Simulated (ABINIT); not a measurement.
**SiC (F-43m): G0W0 in ABINIT against the screening cutoff in the self-energy**

How does the gap of SiC (F-43m) converge in the screening cutoff in the self-energy?

Method: PBE and many-body steps on it, plane waves, in ABINIT 10.8.3.

Report form: the programs' logs are mostly left out.

### Step 1. Starting point

The structure is cubic, space group F-43m (No. 216). Conventional cell: a = 4.358 Å, b = 4.358 Å, c = 4.358 Å, α = 90.00°, β = 90.00°, γ = 90.00°. Nearest to Si lie 4 C at 1.89 Å. C has 4 Si at 1.89 Å nearest. Farther neighbours are not listed.

The cell and positions come from the Crystallography Open Database and are kept as given unless a step says otherwise.

### Step 2. Screening, 6×6×6 mesh, 379 bands, screening to 435.4 eV

This step: ABINIT 10.8.3; RPA screening on PBE, plane waves, norm-conserving pseudopotentials.

The RPA dielectric matrix is built and inverted for each q.

run.abi

```
acell 3*1.0 Angstrom
rprim 
  -0.000000000000 2.179000000000 2.179000000000
  2.179000000000 0.000000000000 2.179000000000
  2.179000000000 2.179000000000 -0.000000000000
ntypat 2
znucl 14 6
natom 2
typat 1 2
xred 
  0.000000000000 0.000000000000 0.000000000000
  0.250000000000 0.250000000000 0.250000000000
pp_dirpath "pseudos"
pseudos "Si.upf, C.upf"
ecut 37
ngkpt 6 6 6
nshiftk 1
shiftk 0 0 0
kptopt 1
chksymbreak 0
istwfk *1
occopt 1
irdwfk 1
optdriver 3
nband 379
ecuteps 16
inclvkb 2
awtr 1
symchi 1
indata_prefix "in"
outdata_prefix "out"
tmpdata_prefix "tmp"
```

The run is started by

```
$ OMP_NUM_THREADS=1 mpirun -n 4 abinit run.abi > log
```

Elapsed: 5.5 min, on 4 MPI ranks of Intel Xeon 6975P-C (Granite Rapids), shared host; peak memory 2.4 GiB; 22 min of CPU time.

This step gave:

- ε∞ with local fields, on this mesh, along the program's q direction: 7.082
- the same without local fields: 7.744
- plasma frequency: 23.09 eV
- plane waves in the screening matrix: 411

Local fields lower ε∞ by 9 %.

### Step 3. 1.6 Ha

This step: G0W0 on PBE, plane waves, norm-conserving pseudopotentials.

run.abi: that of step 2 with these lines changed.

```diff
@@ -23,8 +23,17 @@
 irdwfk 1
-optdriver 3
+optdriver 4
 nband 379
-ecuteps 16
-inclvkb 2
-awtr 1
-symchi 1
+gwcalctyp 0
+ecutsigx 37
+symsigma 1
+nkptgw 2
+kptgw 
+  0.0000000000 0.0000000000 0.0000000000
+  0.5000000000 0.5000000000 0.0000000000
+bdgw 
+  2 8
+  3 6
+ecuteps 1.6
+irdscr 1
+ppmodel 1
 indata_prefix "in"
```

The job ended after 5.1 s (4 MPI ranks; peak memory 0.6 GiB).

Numbers from this step:

```yaml
g0w0_gap_on_the_points_computed: 1.765 eV
starting_gap_on_the_mesh: 1.361 eV
k_of_the_valence_top: 0, 0, 0
k_of_the_conduction_bottom: 0.5, 0.5, 0
z_at_the_valence_top: 0.809
z_at_the_conduction_bottom: 0.826
least_direct_g0w0_gap_on_the_computed_points: 5.364 eV
```

### Step 4. 3.2 Ha

run.abi: that of step 3 with these lines changed.

```diff
@@ -35,3 +35,3 @@
   3 6
-ecuteps 1.6
+ecuteps 3.2
 irdscr 1
```

The job ended after 5.4 s (4 MPI ranks; peak memory 0.65 GiB).

Numbers from this step:

- G0W0 gap on the points computed: 1.820 eV
- starting gap on the mesh: 1.361 eV
- k of the valence top: 0, 0, 0
- k of the conduction bottom: 0.5, 0.5, 0
- Z at the valence top: 0.802
- Z at the conduction bottom: 0.823
- least direct G0W0 gap on the computed points: 5.404 eV

### Step 5. 5.6 Ha

The self-energy is evaluated for the states that the input lists, and the levels follow from it, in one-shot runs by the linearised quasiparticle equation.

run.abi: that of step 4 with these lines changed.

```diff
@@ -35,3 +35,3 @@
   3 6
-ecuteps 3.2
+ecuteps 5.6
 irdscr 1
```

It took 17 s on 4 MPI ranks; peak memory 1.8 GiB.

This step gave:

```yaml
g0w0_gap_on_the_points_computed: 2.063 eV
starting_gap_on_the_mesh: 1.361 eV
k_of_the_valence_top: 0, 0, 0
k_of_the_conduction_bottom: 0.5, 0.5, 0
least_direct_g0w0_gap_on_the_computed_points: 5.565 eV
```

The gap on the mesh goes from 1.36 eV to 2.06 eV, a correction of +0.70 eV.

### Step 6. 8 Ha

run.abi: that of step 5 with these lines changed.

```diff
@@ -35,3 +35,3 @@
   3 6
-ecuteps 5.6
+ecuteps 8
 irdscr 1
```

Elapsed: 38 s, on 4 MPI ranks; peak memory 1.8 GiB; 2.5 min of CPU time.

This step gave:

```
G0W0 gap on the points computed              : 2.141 eV
starting gap on the mesh                     : 1.361 eV
k of the valence top                         : 0, 0, 0
k of the conduction bottom                   : 0.5, 0.5, 0
least direct G0W0 gap on the computed points : 5.614 eV
```

Against the run before, the gap moves by +0.078 eV.

### Step 7. 12 Ha

run.abi: that of step 6 with these lines changed.

```diff
@@ -35,3 +35,3 @@
   3 6
-ecuteps 8
+ecuteps 12
 irdscr 1
```

It took 89 s on 4 MPI ranks; peak memory 2.2 GiB; 5.9 min of CPU time.

This step gave:

| Item | Value |
| --- | --- |
| G0W0 gap on the points computed | 2.164 eV |
| starting gap on the mesh | 1.361 eV |
| k of the valence top | 0, 0, 0 |
| k of the conduction bottom | 0.5, 0.5, 0 |
| least direct G0W0 gap on the computed points | 5.628 eV |

Against the run before, the gap moves by +0.023 eV.

### Step 8. 16 Ha

run.abi: that of step 7 with these lines changed.

```diff
@@ -35,3 +35,3 @@
   3 6
-ecuteps 12
+ecuteps 16
 irdscr 1
```

Elapsed: 3 min, on 4 MPI ranks; peak memory 2.6 GiB.

Numbers from this step:

- G0W0 gap on the points computed: 2.172 eV
- starting gap on the mesh: 1.361 eV
- k of the valence top: 0, 0, 0
- k of the conduction bottom: 0.5, 0.5, 0
- least direct G0W0 gap on the computed points: 5.632 eV

Against the run before, the gap moves by +0.008 eV.

### Step 9. The runs together

Times are wall times on 4 MPI ranks of Intel Xeon 6975P-C (Granite Rapids), shared host, good to a factor of about two. A run's time includes the screening step that it read.

| run | mesh | bands | screening cutoff (eV) | DFT gap (eV) | gap on the mesh (eV) | direct (eV) | ε∞ used | time |
| --- | --- | --- | --- | --- | --- | --- | --- | --- |
| 1.6 Ha | 6×6×6 | 379 | 43.5 | 1.361 | 1.765 | 5.364 | 7.08 | 5.6 min |
| 3.2 Ha | 6×6×6 | 379 | 87.1 | 1.361 | 1.820 | 5.404 | 7.08 | 5.6 min |
| 5.6 Ha | 6×6×6 | 379 | 152.4 | 1.361 | 2.063 | 5.565 | 7.08 | 5.8 min |
| 8 Ha | 6×6×6 | 379 | 217.7 | 1.361 | 2.141 | 5.614 | 7.08 | 6.1 min |
| 12 Ha | 6×6×6 | 379 | 326.5 | 1.361 | 2.164 | 5.628 | 7.08 | 7 min |
| 16 Ha | 6×6×6 | 379 | 435.4 | 1.361 | 2.172 | 5.632 | 7.08 | 8.5 min |

### Step 10. Results

```json
{
  "1.6 Ha": "1.765 eV",
  "3.2 Ha": "1.820 eV",
  "5.6 Ha": "2.063 eV",
  "8 Ha": "2.141 eV",
  "12 Ha": "2.164 eV",
  "16 Ha": "2.172 eV",
  "known limits": "not at the basis limit"
}
```

The setting moved: screening cutoff in the self-energy. From 1.6 Ha to 16 Ha the gap moves by +0.41 eV. It holds to 0.03 eV from 12 Ha on. Bands and screening cutoff are coupled, so a series along one setting does not show full convergence. Bands and cutoff are finite, so the gap is not at the basis limit. The miss can reach some tenths of an eV and take either sign; the mesh is an error of its own. In the G0W0 runs levels were corrected at 2 k points alone, so a gap called «on the mesh» is the least over those, and an edge elsewhere would be missed.

[Paths, hosts, dates, memory and timing lines, banners, echoed tables and standing remarks are left out of the program output.]

[Logs are printed without paths, hosts, clocks, repeated set-up lines and the standing remarks that a program may print on its own settings, such as how far it seeks lower states.]

[Runs of the session that timed out or met a known fault of the program may be left out.]

[Hosts, paths, dates, database ids (printed as entryN), source tags and the programs' standing remarks are cut or masked in the printed files.]

[G0W0 gaps are taken among the corrected bands and points alone; a level outside them can change the order at an edge.]

[Where Ansatz stands beside ABINIT at settings called matched, ABINIT's density can come from a denser mesh and the files from another edition; pairs whose starting gaps differed by over 0.03 eV were left out, so agreement reads better than it is.]
